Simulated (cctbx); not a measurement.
# From intensities to atoms

Cell a = 5.3100 Å, b = 5.3100 Å, c = 5.3100 Å, α = 90.00°, β = 90.00°, γ = 90.00°; space group Pm-3n (no. 223); content Hf2 Mo6.

The data are simulated with cctbx, not measured: Mo Kα, λ = 0.71073 Å, to d = 0.77 Å, 50 % of the full sphere, strongest reflection 5000 counts, noise from counting, a 4 % proportional error and a noise floor of 4 counts (s.d.); no absorption, and some extinction, which the refinements don't model.

Charge flipping in P1 on normalised amplitudes to 0.8 Å, δ = 1.1 σ, 20 % of the reflections treated as weak, 150 cycles:

```text
cycle      R  skewness
    0  0.557     0.21
   12  0.390     3.34
   24  0.331     3.90
   36  0.238     4.48
   48  0.214     4.25
   60  0.224     4.38
   72  0.228     4.34
   84  0.218     4.25
   96  0.215     4.20
  108  0.215     4.27
  120  0.228     4.20
  132  0.226     4.28
  144  0.219     4.27
origin shift          correlation  skewness
 0.331  0.225  0.762      0.894      5.28
 0.224  0.740  0.512      0.897      7.30
 0.305  0.948  0.697      0.886      0.21
 0.426  0.199  0.687      0.878      1.23
taken: symmetry correlation 0.897, skewness 7.30
peak      x       y       z  mult  height/sigma
Q1    0.0000  0.0000  0.0000    2     18.7
Q2    0.0000  0.5000  0.2500    6      7.1
Q3    0.0000  0.0954  0.2020   24      0.9
Q4    0.0000  0.2500  0.5000    6      0.7
Q5    0.0000  0.0000  0.5000    6      0.7
Q6    0.0939  0.3361  0.1472   48      0.6
Q7    0.0000  0.2353  0.3083   24      0.3
```

The origin is taken among those within 0.04 of the best correlation, by the skewness of the map.

Run time: 1.2 s on 1 thread of AMD EPYC 7R13 Processor (Zen 3) (shared host), peak memory 0.07 GiB.

Q: Assign the peaks.

Heights go roughly as Z and multiplicities must add up to the content. First model: Q1 = Hf1 (2 in the cell, height 18.7) and Q2 = Mo1 (6 in the cell, height 7.1). Against the true structure, Q1 is Hf and Q2 is Mo; the other peaks are not atoms.

Least squares on F², isotropic:

```text
Rint 0.043, 40 unique reflections to 0.78 A
cycle     R1     wR2    GooF  max shift (A)
   1  0.0790  0.1932  10.316   0.00000
   2  0.0070  0.0174   0.931   0.00000
final R1 0.0070 wR2 0.0174 GooF 0.931  parameters 2  data/parameter 20.0
atom        x        y        z      Ueq    occ   su(xyz)  su(Uiso or U11)
Hf1    0.00000  0.00000  0.00000   0.0105  1.000  0.00000  0.0002
Mo1    0.00000  0.50000  0.25000   0.0167  1.000  0.00000  0.0002
difference map: max 0.35 min -0.41 rms 0.11
Q1    0.0000  0.0000  0.4398   12    0.35  1.37 A from Mo1
Q2    0.0000  0.1624  0.1580   24    0.26  1.20 A from Hf1
Q3    0.1173  0.1067  0.3563   48    0.23  1.18 A from Mo1
Q4    0.0000  0.2626  0.2749   24    0.22  1.27 A from Mo1
Q5    0.1629  0.2500  0.3371   24    0.19  1.65 A from Mo1
```

Anisotropic refinement:

```text
Rint 0.043, 40 unique reflections to 0.78 A
cycle     R1     wR2    GooF  max shift (A)
   1  0.0070  0.0175   0.950   0.00000
   2  0.0069  0.0173   0.935   0.00000
final R1 0.0069 wR2 0.0173 GooF 0.935  parameters 3  data/parameter 13.3
atom        x        y        z      Ueq    occ   su(xyz)  su(Uiso or U11)
Hf1    0.00000  0.00000  0.00000   0.0105  1.000  0.00000  0.0002
Mo1    0.00000  0.50000  0.25000   0.0167  1.000  0.00000  0.0002
difference map: max 0.92 min -1.13 rms 0.24
Q1    0.0000  0.5000  0.1681   12    0.92  0.43 A from Mo1
Q2    0.0000  0.0778  0.4062   24    0.73  1.48 A from Mo1
Q3    0.0000  0.2605  0.0841   24    0.55  1.45 A from Hf1
Q4    0.0000  0.2644  0.3950   24    0.51  1.47 A from Mo1
Q5    0.1113  0.1855  0.2658   48    0.49  1.75 A from Mo1
Q6    0.0000  0.1679  0.1926   24    0.28  1.36 A from Hf1
```

**Reading.** The refinement ends at R1 = 0.0069, wR2 = 0.0173, GooF = 0.94, with difference density between -1.13 and 0.92 e/Å³. Every site matches the true model in element, within 0.001 Å r.m.s., up to an allowed shift of origin.

True model:

| atom | mult. | x | y | z | Ueq (Å²) |
| --- | --- | --- | --- | --- | --- |
| Hf1 | 2 | 1/2 | 1/2 | 1/2 | 0.0107 |
| Mo1 | 6 | 0 | 1/2 | 1/4 | 0.0168 |

This is a model crystal, built by substitution and not relaxed, with assumed displacement parameters.

[Middle refinement cycles are left out of these outputs.]

[Logs are printed without paths, hosts, clocks, repeated set-up lines and the standing remarks that a program may print on its own settings, such as how far it seeks lower states.]
